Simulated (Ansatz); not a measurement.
# Kohn anomalies in TaRu (Pm-3m), part 2 of 2

Does TaRu (Pm-3m) have a Kohn anomaly or a soft branch that a wide smearing hides? The first relaxation steps of the session are not shown, so no cell shown is the starting entry, unless a step says so.

Ansatz 0.2.0; DFT PBEsol, scalar-relativistic, plane waves, PAW; PAW set soft_1.

So far. Step 2 (Relaxation): The largest force is now zero by symmetry and the largest stress component 2.9e-4 GPa, small enough for phonons. Step 4 (Wavevectors along a line: Fermi–Dirac smearing of 0.25 …): Against step 3 (now smearing width 0.25 eV), the free energy moves by -98.3 meV an atom. The relaxed cell has a = 3.140 Å (conventional setting).

## 5. Phonons along a line: Fermi–Dirac smearing of 0.04 eV (continued)

Each wavevector solved by linear response. Frequency against |q| along the line:

```
|q| along the line (Å⁻¹)  mode 1 = mode 2 (cm⁻¹)  mode 3 (cm⁻¹)  mode 4 (cm⁻¹)  mode 5 (cm⁻¹)  mode 6 (cm⁻¹)
                   0.000                       0              0            143            143            143
                   0.125                    16.1           17.9            139            142            142
                   0.375                    45.9           62.1            117            139            139
                   0.625                    63.5           87.7            113            124            124
                   0.875                   -25.6            103            103            106            123
```

Against step 3 (now smearing width 0.04 eV), the free energy moves by +20.2 meV an atom.

## 6. Wavevectors along a line: Methfessel–Paxton smearing of 0.2 eV

Each wavevector is solved by itself, so no interpolation smooths a dip of the branch.

Contents of input.yaml:

```yaml
crystal:
  lattice:
    - [3.140007881, 0.0, 0.0]
    - [0.0, 3.140007881, 0.0]
    - [0.0, 0.0, 3.140007881]
  atoms:
    - { symbol: Ta, position: [0.5, 0.5, 0.5] }
    - { symbol: Ru, position: [0.0, 0.0, 0.0] }
kpoints:
  mp_grid: { grid: [16, 16, 16] }
hamiltonian:
  xc: pbesol
  pseudopotentials: { kind: paw, azcp: { folder: soft_1 }, xc_functional: pbe }
scf:
  occupations: { method: methfessel_paxton, width: 0.2 }
output:
  eigenvalues: true
phonons:
  method: dfpt
  qpoints:
    - [0, 0, 0]
    - [0.0, 0.0625, 0.0]
    - [0.0, 0.1875, 0.0]
    - [0.0, 0.3125, 0.0]
    - [0.0, 0.4375, 0.0]
```

On the command line:

```bash
> ansatz run input.yaml --threads 4 --pin off --max-ram 12288MiB --backend cpu --events-out ev --progress --plain --runs-dir out
```

Numbers of over 12 decimals in the logs are rounded to 6 here.

The log of the run:

```text
[...]
Crystal: 2 atoms, lattice volume = 30.959 Å³
Basis set: ecut = 420 eV, 619 PW (Γ), exchange–correlation on 48×48×48 points (8 copies of the dense FFT grid, shifted against one another)
Bands: 19, of which v1, the nominal top of the filled ones, is band 15 counted from 1 (14 counted from 0)
Symmetry: 48 space group operations
k-points: 165 of 4096
[...]
SCF iter   1: F=—  HF=-15628.690502 eV  |F-HF|=—  |Δ(HF+E_count)|=         —  Δρ=2.46e-1  dr2=3.05e1  ethr=3.10e-3  ⟨swp⟩=4.8  Hψ=12170  notcnv=0
[...]
SCF iter  10: F=-15624.473689 eV  HF=-15624.473689 eV  |F-HF|=0.00e0  |Δ(HF+E_count)|=  3.64e-12  S|Δr|=    0.00e0  Δρ=6.02e-8  dr2=1.07e-12  ethr=1.00e-12  ⟨swp⟩=5.0  Hψ=12055  notcnv=0
SCF 1 converged in 10 iterations: F = -15624.473689 eV  dr2 = 1.07e-12
[...]
SCF converged after 10 iterations
Stability not checked: this state was not tested for a lower state beside it, because cold or Methfessel-Paxton smearing, or corrected tetrahedra, fill the levels in a way that the test cannot read (fill_not_monotonic; see scf.lower_state_search)
Free energy (F): -15624.473689 eV
[...]
Internal energy: -15624.469689 eV  (E = F + TS)
E sigma→0 (E₀):  -15624.472689 eV
Entropy (-TS):   -0.004000 eV (-2.000 meV/atom)
Fermi energy:    21.899523 eV
[...]
--- Band table (eV; the first three rows and the last of 165) ---
  k-point 0: bands = [... 11 lower, 19.4041, 19.4041, 19.4041, 22.9105, 22.9105, 26.1329, 26.1329, 26.1329]
  k-point 1: bands = [... 11 lower, 19.3957, 19.3957, 19.4340, 22.8015, 22.9490, 25.7979, 25.7979, 26.0675]
  k-point 2: bands = [... 11 lower, 19.3744, 19.3744, 19.5217, 22.4902, 23.0564, 25.0633, 25.0633, 25.8799]
  k-point 164: bands = [... 11 lower, 18.7931, 18.7931, 18.7931, 21.5975, 21.5975, 26.3444, 26.3444, 29.0756]
[...]
ASR residual: 5.988e-5 → 0.000e0 eV/Å²; symmetrization residual: 1.450e-6 eV/Å²
  ASR residual per site (eV/Å²): 1.22e-5 5.99e-5
  Γ frequencies (cm⁻¹): 0.00 0.00 0.00 143.08 143.08 143.08
[...]
--- Phonons (arbitrary-q DFPT): 5 explicit q-points ---
[...]
```

Elapsed: 2.9 min, on 4 threads of Intel Xeon Platinum 8375C at 2.90GHz (Ice Lake), shared host; peak memory 2.1 GiB.

Each wavevector solved by linear response. Table of frequency by |q| along the line:

```
|q| along the line (Å⁻¹)  mode 1 = mode 2 (cm⁻¹)  mode 3 (cm⁻¹)  mode 4 (cm⁻¹)  mode 5 (cm⁻¹)  mode 6 (cm⁻¹)
                   0.000                       0              0            143            143            143
                   0.125                    16.1           18.3            138            143            143
                   0.375                    46.0           64.1            119            141            141
                   0.625                    62.4           92.0            113            123            123
                   0.875                   -25.1            103            103            106            122
```

Against step 3 (now occupations Methfessel-Paxton and smearing width 0.2 eV), the free energy moves by +23.8 meV an atom.

## 7. Smearing and the soft branch

Lowest frequency against |q| along the line:

```
|q| along the line (Å⁻¹)  fermi dirac 0.1 eV, k 16x16x16 (cm⁻¹)  fermi dirac 0.25 eV, k 16x16x16 (cm⁻¹)  fermi dirac 0.04 eV, k 16x16x16 (cm⁻¹)  methfessel paxton 0.2 eV, k 16x16x16 (cm⁻¹)
                   0.000                                      0                                       0                                       0                                            0
                   0.125                                   16.0                                    16.3                                    16.1                                         16.1
                   0.375                                   46.2                                    48.1                                    45.9                                         46.0
                   0.625                                   67.9                                    76.2                                    63.5                                         62.4
                   0.875                                   67.7                                    99.2                                   -25.6                                        -25.1
```

## 8. Results

```yaml
phonon_run_of_the_rows_without_a_label_of_their_own: PBEsol, k 16×16×16
lowest_branch_at_the_last_solved_point_fermi_dirac_0p1_ev: 67.7 cm⁻¹ at |q| = 0.875 Å⁻¹
lowest_branch_at_the_last_solved_point_fermi_dirac_0p25_ev: 99.2 cm⁻¹ at |q| = 0.875 Å⁻¹
lowest_branch_at_the_last_solved_point_fermi_dirac_0p04_ev: -25.6 cm⁻¹ at |q| = 0.875 Å⁻¹
lowest_branch_at_the_last_solved_point_methfessel_paxton_0p2_ev: -25.1 cm⁻¹ at |q| = 0.875 Å⁻¹
```

**Reading.** A branch softens as the smearing narrows, the mark of a Kohn anomaly. The line holds 5 wavevectors, so a narrow dip between them would be missed. Between Fermi–Dirac 0.25 eV and Fermi–Dirac 0.04 eV the largest change, with modes counted by rank of frequency, is in mode 1 at |q| = 0.875 Å⁻¹, from 99.2 to -25.6 cm⁻¹, a softening that marks strong screening by the Fermi surface at that wavevector. Where branches cross, a count by rank can hide a softening. The wide smearing hides an instability that the narrow one shows, as in charge-density-wave metals above and below their transition. At the narrowest width the k mesh may not resolve the Fermi surface, so part of the change can be mesh noise. Spin–orbit coupling, left out here, matters for Ta. The PAW files were made for PBE; under other functionals the run regenerates their frozen core.

[Logs are printed without paths, hosts, clocks, repeated set-up lines and the standing remarks that a program may print on its own settings, such as how far it seeks lower states.]

[Hosts, paths, dates, database ids (printed as entryN), source tags and the programs' standing remarks are cut or masked in the printed files.]
